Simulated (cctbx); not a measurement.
# Symmetry from intensities

Cell: a = 14.8810 Å, b = 3.0970 Å, c = 5.3450 Å, α = 90.00°, β = 91.00°, γ = 90.00°. Expected content of the cell: Tl2 Mn6 O12.

The data are simulated with cctbx, not measured: Mo Kα, λ = 0.71073 Å, to d = 0.77 Å, 80 % of the full sphere, strongest reflection 70000 counts, noise from counting, a 2 % proportional error and a noise floor of 2 counts (s.d.); no absorption.

A first pass over the reflections prints:

```text
1778 reflections to d = 0.770 A
centring   violations  <I/sigma> of those
    A        437 of   877     21.2
    B        437 of   896     20.8
    C          0 of   899     -0.0
    I        434 of   890     20.6
    R        583 of  1189     20.7
    F        437 of  1336     13.9
Laue class    unique    Rint  (classes that these axes allow; Friedel mates merged)
C 1 2/m 1         320   0.050
space group    extra absences  I>4sigma  <I/sigma>
C 1 2 1                 0          0         -  acentric
C 1 m 1                 0          0         -  acentric
C 1 2/m 1               0          0         -  centric
Wilson B = 1.50 A^2   <|E^2-1|> = 0.416 (0.968 centric, 0.736 acentric)   E^2>4: 0.0 %
shell (A)         n   <I/sigma>
 5.34 - 1.53     46     38.6
 1.53 - 1.22     45     39.9
 1.22 - 1.07     36     38.7
 1.07 - 0.97     48     44.2
 0.97 - 0.90     40     35.7
 0.90 - 0.85     36     39.4
 0.85 - 0.81     40     37.3
 0.81 - 0.77     29     35.4
```

**Question.** What are the lattice type, the Laue class and the likely space group?

The reflections that C centring forbids are absent (⟨I/σ⟩ near 0), so the lattice is C.

Only C 1 2/m 1 fits these axes (Rint 0.050); a search for a hidden higher lattice was not made. It includes Bijvoet differences, since Friedel mates are merged.

3 settings pass the absence test. No glide or screw absences show, which leaves C 1 2 1, C 1 m 1 and C 1 2/m 1.

⟨|E²−1|⟩ = 0.416 leans to a non-centrosymmetric structure, or to twinning, which lowers it. The Wilson B of 1.50 Å² means U ≈ 0.0190 Å².

The true group is Cm (no. 8), Laue class 2/m, non-centrosymmetric. The tables only narrow the choice to the tied entries; cell content, site symmetry and trial solutions must settle it.

This is a model crystal, built by substitution and not relaxed, with assumed displacement parameters.

[Logs are printed without paths, hosts, clocks, repeated set-up lines and the standing remarks that a program may print on its own settings, such as how far it seeks lower states.]
